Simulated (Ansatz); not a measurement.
**Mo(100) with 4 thermally displaced layers, 2x2: scattering by thermal displacements**

Aim: the resistivity of Mo at 300 K from frozen thermal displacements between perfect leads. The measured value for the pure metal at this temperature is 5.52 µΩ cm (CRC Handbook of Chemistry and Physics, 84th ed., 2003, Electrical Resistivity of Pure Metals).

Calculated with Ansatz 0.2.0; Ansatz plane-wave DFT, PBE, PAW files; ballistic transport by layer matching (Landauer), zero bias; PAW set soft_1.

**1. Starting point**

The cell holds 56 atoms: 56 Mo. Cell: a = 6.294 Å, b = 6.294 Å, c = 22.029 Å, α = 90.0°, β = 90.0°, γ = 90.0°. It derives from Mo. Regions: lead, 40 atoms (40 Mo); scattering region, 16 atoms (16 Mo). The structure is stacked along c, and the current runs across the ab planes.

**2. With 4 displaced layers**

Each atom of 4 layers is moved at random, by amounts drawn from a normal law 0.0488 Å wide in each direction from the Debye model (450 K) at 300 K. The layers about the cell's end stay perfect and serve as the lead. Disorder leaves little or no symmetry, which makes such runs dear. Energies from -0.05 to 0.05 eV in steps of 0.05 eV are too few for the program's thermal sum, so it prints no conductance; for a metal the transmission near the Fermi level serves, at a fraction of the cost.

input.yaml reads:

```yaml
crystal:
  lattice:
    - [6.294, 0.0, 0.0]
    - [0.0, 6.294, 0.0]
    - [0.0, 0.0, 22.029]
  atoms:
    - { symbol: Mo, position: [0.0, 0.0, 0.0357142857] }
    - { symbol: Mo, position: [0.0, 0.5, 0.0357142857] }
    - { symbol: Mo, position: [0.5, 0.0, 0.0357142857] }
    - { symbol: Mo, position: [0.5, 0.5, 0.0357142857] }
    - { symbol: Mo, position: [0.25, 0.25, 0.1071428571] }
    - { symbol: Mo, position: [0.25, 0.75, 0.1071428571] }
    - { symbol: Mo, position: [0.75, 0.25, 0.1071428571] }
    - { symbol: Mo, position: [0.75, 0.75, 0.1071428571] }
    - { symbol: Mo, position: [0.0, 0.0, 0.1785714286] }
    - { symbol: Mo, position: [0.0, 0.5, 0.1785714286] }
    - { symbol: Mo, position: [0.5, 0.0, 0.1785714286] }
    - { symbol: Mo, position: [0.5, 0.5, 0.1785714286] }
    - { symbol: Mo, position: [0.25, 0.25, 0.25] }
    - { symbol: Mo, position: [0.25, 0.75, 0.25] }
    - { symbol: Mo, position: [0.75, 0.25, 0.25] }
    - { symbol: Mo, position: [0.75, 0.75, 0.25] }
    - { symbol: Mo, position: [0.0, 0.0, 0.3214285714] }
    - { symbol: Mo, position: [0.0, 0.5, 0.3214285714] }
    - { symbol: Mo, position: [0.5, 0.0, 0.3214285714] }
    - { symbol: Mo, position: [0.5, 0.5, 0.3214285714] }
    - { symbol: Mo, position: [0.249947037, 0.2581161083, 0.3945009526] }
    - { symbol: Mo, position: [0.2556165439, 0.7625586651, 0.3901848948] }
    - { symbol: Mo, position: [0.7451360023, 0.2397541323, 0.3926182979] }
    - { symbol: Mo, position: [0.7577485313, 0.7498297256, 0.3939563139] }
    - { symbol: Mo, position: [0.9851760217, 0.0011409419, 0.4622753779] }
    - { symbol: Mo, position: [0.0137736893, 0.5068802842, 0.4663900486] }
    - { symbol: Mo, position: [0.4995511541, 0.0047546609, 0.4657439979] }
    - { symbol: Mo, position: [0.4973280817, 0.4961413266, 0.4640313082] }
    - { symbol: Mo, position: [0.2453028288, 0.2453890417, 0.535086154] }
    - { symbol: Mo, position: [0.2443488457, 0.7559452652, 0.5321763903] }
    - { symbol: Mo, position: [0.7563892963, 0.2451467784, 0.5345041516] }
    - { symbol: Mo, position: [0.7395199617, 0.7488809519, 0.5351653176] }
    - { symbol: Mo, position: [0.0014853379, 0.9958589134, 0.6073506777] }
    - { symbol: Mo, position: [0.0141173931, 0.5031730699, 0.605871212] }
    - { symbol: Mo, position: [0.5073943415, 0.999000745, 0.6084592432] }
    - { symbol: Mo, position: [0.5047537699, 0.4969660641, 0.6028641692] }
    - { symbol: Mo, position: [0.25, 0.25, 0.6785714286] }
    - { symbol: Mo, position: [0.25, 0.75, 0.6785714286] }
    - { symbol: Mo, position: [0.75, 0.25, 0.6785714286] }
    - { symbol: Mo, position: [0.75, 0.75, 0.6785714286] }
    - { symbol: Mo, position: [0.0, 0.0, 0.75] }
    - { symbol: Mo, position: [0.0, 0.5, 0.75] }
    - { symbol: Mo, position: [0.5, 0.0, 0.75] }
    - { symbol: Mo, position: [0.5, 0.5, 0.75] }
    - { symbol: Mo, position: [0.25, 0.25, 0.8214285714] }
    - { symbol: Mo, position: [0.25, 0.75, 0.8214285714] }
    - { symbol: Mo, position: [0.75, 0.25, 0.8214285714] }
    - { symbol: Mo, position: [0.75, 0.75, 0.8214285714] }
    - { symbol: Mo, position: [0.0, 0.0, 0.8928571429] }
    - { symbol: Mo, position: [0.0, 0.5, 0.8928571429] }
    - { symbol: Mo, position: [0.5, 0.0, 0.8928571429] }
    - { symbol: Mo, position: [0.5, 0.5, 0.8928571429] }
    - { symbol: Mo, position: [0.25, 0.25, 0.9642857143] }
    - { symbol: Mo, position: [0.25, 0.75, 0.9642857143] }
    - { symbol: Mo, position: [0.75, 0.25, 0.9642857143] }
    - { symbol: Mo, position: [0.75, 0.75, 0.9642857143] }
kpoints:
  mp_grid: { grid: [4, 4, 1] }
hamiltonian:
  xc: pbe
  pseudopotentials: { kind: paw, azcp: { folder: soft_1 } }
scf:
  occupations: { method: fermi_dirac, width: 0.1 }
output:
  transmission: { leads: [[0, 4]], kmesh: [8, 8], e_range: [-0.05, 0.05], de: 0.05 }
  write_potential: true
  write_density: true
  volumetric_format: npy
  elf: true
```

Run with:

```bash
$ ansatz run input.yaml --threads 8 --pin off --max-ram 15360MiB --backend cpu --events-out ev --progress --plain --runs-dir out
```

Numbers of over 12 decimals in the logs are rounded to 6 here.

The program printed:

```text
Engine: ansatz 0.2.0, x86_64-unknown-linux-gnu
Pseudopotentials: kind: paw
Pseudopotential: Mo, paw, valence charge 14, recommended cutoff 420 eV (normal), soft_1/Mo.paw.azcp
Functional definition: PBE
  parameter kappa = 0.804
  parameter beta = 0.066725
  exchange = pbe_x(kappa = kappa, mu = beta*pi^2/3)
  correlation = pbe_c(beta = beta)
Crystal: 56 atoms, lattice volume = 872.666 Å³
Basis set: ecut = 420 eV, 17109 PW (Γ)
Bands: 471, of which v1, the nominal top of the filled ones, is band 392 counted from 1 (391 counted from 0)
Symmetry: 1 space group operations
Space group: P1 (ITA 1), of the structure as read, at distance tolerance 9.6e-5 Å
k-points: 10 of 16 (time reversal used)
Non-local potential: Mo, projectors of the file, l = 0: 3, l = 1: 2, l = 2: 2, l = 3: 1
PAW form: soft (Blöchl's): semilocal exchange-correlation on the pseudo side does not see the compensation charge
PAW one-centre angular grid: Mo, 590 points (default); XC on 64 Gauss nodes
Initial density: superposition of atomic densities (chi_scale 0.1, normalization cell)
Initial wavefunctions: pseudopotential atomic-orbital guess
Functional: x = pbe(κ = 0.804, μ = 0.219515), c = pbe(β = 0.066725)
SCF iter   1: F=—  HF=-277573.219626 eV  |F-HF|=—  |Δ(HF+E_count)|=         —  Δρ=1.06e-1  dr2=9.88e1  ethr=3.10e-3  ⟨swp⟩=4.3  Hψ=16266  notcnv=0
preconditioner: auto → Kerker (q_TF=auto, 2.680 Å⁻¹)  [metal: Δε(μ)=0.004 eV  Ē_g=4.669 eV  σ=0.100 eV  W_gap=0.01  n_scr=286 (ndim 8)  ℏωp=23.0 eV  f_vac=0.000  D(μ)=36.80/eV (n_scr^D=302)]
SCF iter   2: F=—  HF=-277547.774779 eV  |F-HF|=—  |Δ(HF+E_count)|=    2.54e1  Δρ=5.91e-2  dr2=2.87e1  ethr=3.10e-3  ⟨swp⟩=2.0  Hψ=9274  notcnv=0
SCF iter   3: F=—  HF=-277538.769051 eV  |F-HF|=—  |Δ(HF+E_count)|=    9.01e0  Δρ=7.98e-3  dr2=2.20e-1  ethr=3.10e-3  ⟨swp⟩=2.2  Hψ=8624  notcnv=0
SCF iter   4: F=—  HF=-277538.825709 eV  |F-HF|=—  |Δ(HF+E_count)|=   5.67e-2  Δρ=9.29e-4  dr2=6.32e-3  ethr=2.81e-5  ⟨swp⟩=2.9  Hψ=8802  notcnv=0
SCF iter   5: F=—  HF=-277538.825968 eV  |F-HF|=—  |Δ(HF+E_count)|=   2.58e-4  Δρ=1.57e-4  dr2=8.57e-5  ethr=8.06e-7  ⟨swp⟩=2.0  Hψ=7940  notcnv=0
SCF iter   6: F=—  HF=-277538.825029 eV  |F-HF|=—  |Δ(HF+E_count)|=   9.39e-4  Δρ=2.59e-5  dr2=3.43e-6  ethr=1.09e-8  ⟨swp⟩=2.0  Hψ=8778  notcnv=0
SCF iter   7: F=—  HF=-277538.825029 eV  |F-HF|=—  |Δ(HF+E_count)|=   2.37e-7  Δρ=4.00e-6  dr2=1.49e-7  ethr=4.38e-10  ⟨swp⟩=3.0  Hψ=9105  notcnv=0
SCF iter   8: F=-277538.825029 eV  HF=-277538.825029 eV  |F-HF|=9.37e-9  |Δ(HF+E_count)|=  9.31e-10  Δρ=7.68e-7  dr2=1.23e-8  ethr=1.28e-11  ⟨swp⟩=6.2  Hψ=10689  notcnv=0
SCF 1 converged in 8 iterations: F = -277538.825029 eV  dr2 = 1.23e-8
  greatest PAW one-centre occupation: 0.999 electrons in one spin orbital (limit 2), on the Mo atom at site 24 (counted from 0), in its partial waves of l = 0
transmission: 150 of 1496 steps passed
transmission: 300 of 1496 steps passed
[...]
transmission: 1496 of 1496 steps passed
SCF converged after 8 iterations
Free energy (F): -277538.825029 eV
Harris-Foulkes:  -277538.825029 eV  (|F-HF|=9.37e-9)
Internal energy: -277537.397460 eV  (E = F + TS)
E sigma→0 (E₀):  -277538.111245 eV
Entropy (-TS):   -1.427569 eV (-25.492 meV/atom)
Fermi energy:    21.181868 eV
--- Per-component energies (eV) ---
  E_band       = -3031.980960
  E_kinetic    = 23665.880103
  E_local      = -43061.542046  (includes V_loc(G=0)·N_el)
  E_nonlocal   = 8293.687181
  E_hartree    = 14669.784502
  E_xc         = -9881.928274
  E_vxc        = -12321.420864  (∫ρ·V_xc dr)
  E_paw        = -179862.359745  (= ΣΔE_a)
  E_vpaw       = -8948.153219  (= ΣTr[D̂ρ^β])
  E_aug_tail   = 0.002645  (compensation charges beyond the density's cutoff)
  E_ewald      = -91360.921826
  E_smearing   = -1.427569  (= −TS)
  E_closure    = -0.000000  (closes the sum)
  Σ components = -277538.825029   (vs F -277538.825029, Δ=0.00e0)
--- Band table (eV; the first three rows and the last of 10) ---
  k-point 0: bands = [... 388 lower, 21.1364, 21.1573, 21.1665, 21.1718, 21.1837, 21.1897, 21.2177, 21.2546, ... 75 higher]
  k-point 1: bands = [... 388 lower, 21.1697, 21.1772, 21.1901, 21.2318, 21.2444, 21.2640, 21.2800, 21.3046, ... 75 higher]
  k-point 2: bands = [... 388 lower, 21.1675, 21.2152, 21.2402, 21.2544, 21.2696, 21.3070, 21.3429, 21.3510, ... 75 higher]
  k-point 9: bands = [... 388 lower, 20.3371, 20.3596, 20.4062, 20.4300, 21.4420, 21.4556, 21.4593, 21.4894, ... 75 higher]
--- Transmission ---
  basis      : 349 plane waves across, 44 finite elements along
  points     : 34, standing for a mesh of 8 x 8
  energies   : 3 from -0.050000 to 0.050000 eV about the Fermi level, 0.050000 eV apart; the leads are filled to 0.000000 eV, and channels, transmission and decay are at 0.000000 eV
  crystal 0  : Mo4, at the sites [0, 4], period 1.5735 Å, over 15.73 Å; its Hamiltonian steps by up to 1.1 meV
    offset         : up to 0.0000 Å between an atom of the period and one for which it stands
    channels       : 6.781250e0 a spin
    conductance    : none, the energies end too early or step too widely for 300 K: set another output.transmission.e_range or a lower de, or, where they end at an eighth of basis.ecutwfc, a higher one
    slowest decay  : 0.0511 /Å at (0.5000, 0.3750)
  junction   : crystal 0 to crystal 0, 0.70 to 21.15 Å
    transmission   : 6.321183e0 a spin
    conductance    : none, the energies end too early or step too widely for 300 K: set another output.transmission.e_range or a lower de, or, where they end at an eighth of basis.ecutwfc, a higher one
```

The job ended after 7.4 min (8 threads of Intel Xeon at 2.70GHz, shared host; peak memory 9.1 GiB).

This step gave:

```
free energy                                    : -277538.8250 eV
energy at zero smearing                        : -277538.1112 eV
Fermi energy                                   : 21.18 eV
cell area                                      : 39.61 Å²
transmission per spin nearest the Fermi level  : 6.321
open channels per spin nearest the Fermi level : 6.781
step of the lead's potential                   : 1.1 meV
```

Per spin. Table of transmission, zone mean by energy, zero at the Fermi level:

| energy (eV) | transmission, zone mean |
| --- | --- |
| -0.0500 | 6.14 |
| 0.0000 | 6.32 |
| 0.0500 | 6.42 |

Per spin. Table of open channels, zone mean, lead by energy, zero at the Fermi level:

| energy (eV) | open channels, zone mean, lead |
| --- | --- |
| -0.0500 | 6.59 |
| 0.0000 | 6.78 |
| 0.0500 | 6.84 |

Transmission over k1 and k2. At 0.0000 eV from the Fermi level.

Values, 8 rows by 8 columns:
```
 0.0  1.0  2.0  4.9  6.8  4.9  2.0  1.0
 3.9  2.0  5.1 10.6 13.2 10.8  5.3  2.0
 3.9  4.9 10.4 13.0 13.5 13.2 10.9  4.9
 3.9  6.8 13.6 13.4 13.6 13.4 13.6  6.8
 3.9  4.9 10.9 13.2 13.5 13.0 10.4  4.9
 3.9  2.0  5.3 10.8 13.2 10.6  5.1  2.0
 0.0  1.0  2.0  4.9  6.8  4.9  2.0  1.0
 0.0  0.0  3.8  3.9  3.8  3.9  3.8  0.0
```
Columns: k1 (b1) from -0.5 to 0.375; rows upwards: k2 (b2) from -0.5 to 0.375.

Open channels over k1 and k2. At 0.0000 eV from the Fermi level.

Values, 8 rows by 8 columns:
```
 0.0  1.0  2.0  5.0  7.0  5.0  2.0  1.0
 4.0  2.0  6.0 12.0 15.0 12.0  6.0  2.0
 4.0  5.0 12.0 14.0 14.0 14.0 12.0  5.0
 4.0  7.0 15.0 14.0 14.0 14.0 15.0  7.0
 4.0  5.0 12.0 14.0 14.0 14.0 12.0  5.0
 4.0  2.0  6.0 12.0 15.0 12.0  6.0  2.0
 0.0  1.0  2.0  5.0  7.0  5.0  2.0  1.0
 0.0  0.0  4.0  4.0  4.0  4.0  4.0  0.0
```
Columns: k1 (b1) from -0.5 to 0.375; rows upwards: k2 (b2) from -0.5 to 0.375.

Electrostatic potential energy in the ca plane at fractional y = 0.000, with atoms of Mo within 0.2 Å of it. With pseudopotentials it is smooth inside the atoms' cores, unlike the true potential.

Ten even steps from '0' (-56 eV) to '9' (22 eV), each cell a mean:
```
72003799952014899730016999730026999620047998
86446899985347999863247999964468999853469999
98889999998889999987789999998889999988899999
99999999999999999999999999999999999999999999
99999999999999999999999999999999999999999999
98889999998789999998889999987789999988899999
85346899985347999974347999863358999853469999
72003799951014899851015899730026999620037998
62002799851003899840004899730016999610037998
74124899973125899962136999852247999731258999
97668999987668999986678999987679999976689999
99999999999999999999999999999999999999999999
99999999999999999999999999999999999999999999
99999999999999999999999999999999999999999999
97667999987568999987789999976679999976689999
74124899963125899863247999841147999731258999
62002799851003899730016999720026999610037998
```
Columns run along c (16.0 Å, from fractional 0.14 to 0.86 of the cell; values clipped at the 3rd and 97th percentile), rows up along a (6.3 Å). Atoms in or near the plane, at fractional coordinates: Mo at (0.18, 0.00), Mo at (0.18, 0.50), Mo at (0.32, 0.00), Mo at (0.32, 0.50), Mo at (0.46, 0.99), Mo at (0.47, 0.50), Mo at (0.61, 0.00), Mo at (0.61, 0.51), Mo at (0.75, 0.00), Mo at (0.75, 0.50).

Valence density in the ca plane at fractional y = 0.000, with atoms of Mo within 0.2 Å of it. It is the smooth field of the valence electrons, not physical close to the nuclei.

Ten even steps from '0' (0.2 e/Å³) to '9' (7.0 e/Å³), each cell a mean:
```
15884000016973000048961000048851000159830000
01331000002331000014530000013310000023310000
00000000000000000000100000000000000000000000
00000000000000000000000000000000000000000000
00000000000000000000000000000000000000000000
00000000000000000000000000000000000000000000
02331000002431000012420000014420000024310000
15884000016973000027972000048961000159830000
16995000027983000038982000049961000169940000
03663000014652000015651000025530000036620000
00110000001110000001110000001100000001100000
00000000000000000000000000000000000000000000
00000000000000000000000000000000000000000000
00000000000000000000000000000000000000000000
00110000001110000000100000001100000001100000
03663000014752000014530000036630000146620000
16995000027983000048961000059961000169940000
```
Columns run along c (16.0 Å, from fractional 0.14 to 0.86 of the cell), rows up along a (6.3 Å). Atoms in or near the plane, at fractional coordinates: Mo at (0.18, 0.00), Mo at (0.18, 0.50), Mo at (0.32, 0.00), Mo at (0.32, 0.50), Mo at (0.46, 0.99), Mo at (0.47, 0.50), Mo at (0.61, 0.00), Mo at (0.61, 0.51), Mo at (0.75, 0.00), Mo at (0.75, 0.50).

ELF in the ca plane at fractional y = 0.000, with atoms of Mo within 0.2 Å of it. It is the smooth field of the valence electrons, not physical close to the nuclei.

Values, 9 rows by 16 columns, each cell a mean:
```
0.49 0.53 0.32 0.42 0.59 0.32 0.39 0.62 0.32 0.32 0.62 0.36 0.31 0.59 0.41 0.32
0.31 0.29 0.42 0.34 0.26 0.41 0.36 0.28 0.39 0.39 0.26 0.37 0.41 0.26 0.34 0.42
0.34 0.32 0.42 0.37 0.29 0.41 0.40 0.28 0.41 0.41 0.26 0.39 0.41 0.28 0.37 0.41
0.43 0.47 0.36 0.38 0.52 0.34 0.34 0.55 0.34 0.34 0.58 0.36 0.34 0.53 0.38 0.36
0.52 0.56 0.26 0.46 0.59 0.28 0.37 0.61 0.33 0.31 0.61 0.39 0.28 0.59 0.45 0.26
0.35 0.37 0.40 0.34 0.40 0.38 0.33 0.42 0.36 0.34 0.38 0.33 0.37 0.40 0.34 0.40
0.38 0.35 0.41 0.40 0.33 0.41 0.41 0.32 0.42 0.42 0.31 0.42 0.41 0.32 0.41 0.41
0.31 0.31 0.42 0.32 0.31 0.39 0.33 0.27 0.39 0.37 0.32 0.34 0.39 0.31 0.32 0.41
0.51 0.56 0.28 0.45 0.60 0.29 0.39 0.62 0.31 0.32 0.62 0.37 0.29 0.60 0.44 0.28
```
Columns run along c (16.0 Å, from fractional 0.14 to 0.86 of the cell), rows up along a (6.3 Å). Atoms in or near the plane, at fractional coordinates: Mo at (0.18, 0.00), Mo at (0.18, 0.50), Mo at (0.32, 0.00), Mo at (0.32, 0.50), Mo at (0.46, 0.99), Mo at (0.47, 0.50), Mo at (0.61, 0.00), Mo at (0.61, 0.51), Mo at (0.75, 0.00), Mo at (0.75, 0.50).

Over the solved energies the transmission per spin lies between 6.14 and 6.42, out of 6.74 channels of the lead on average (up to 6.84).

(Part 1 of 2 ends here.)

[Logs are printed without paths, hosts, clocks, repeated set-up lines and the standing remarks that a program may print on its own settings, such as how far it seeks lower states.]

[Hosts, paths, dates, database ids (printed as entryN), source tags and the programs' standing remarks are cut or masked in the printed files.]
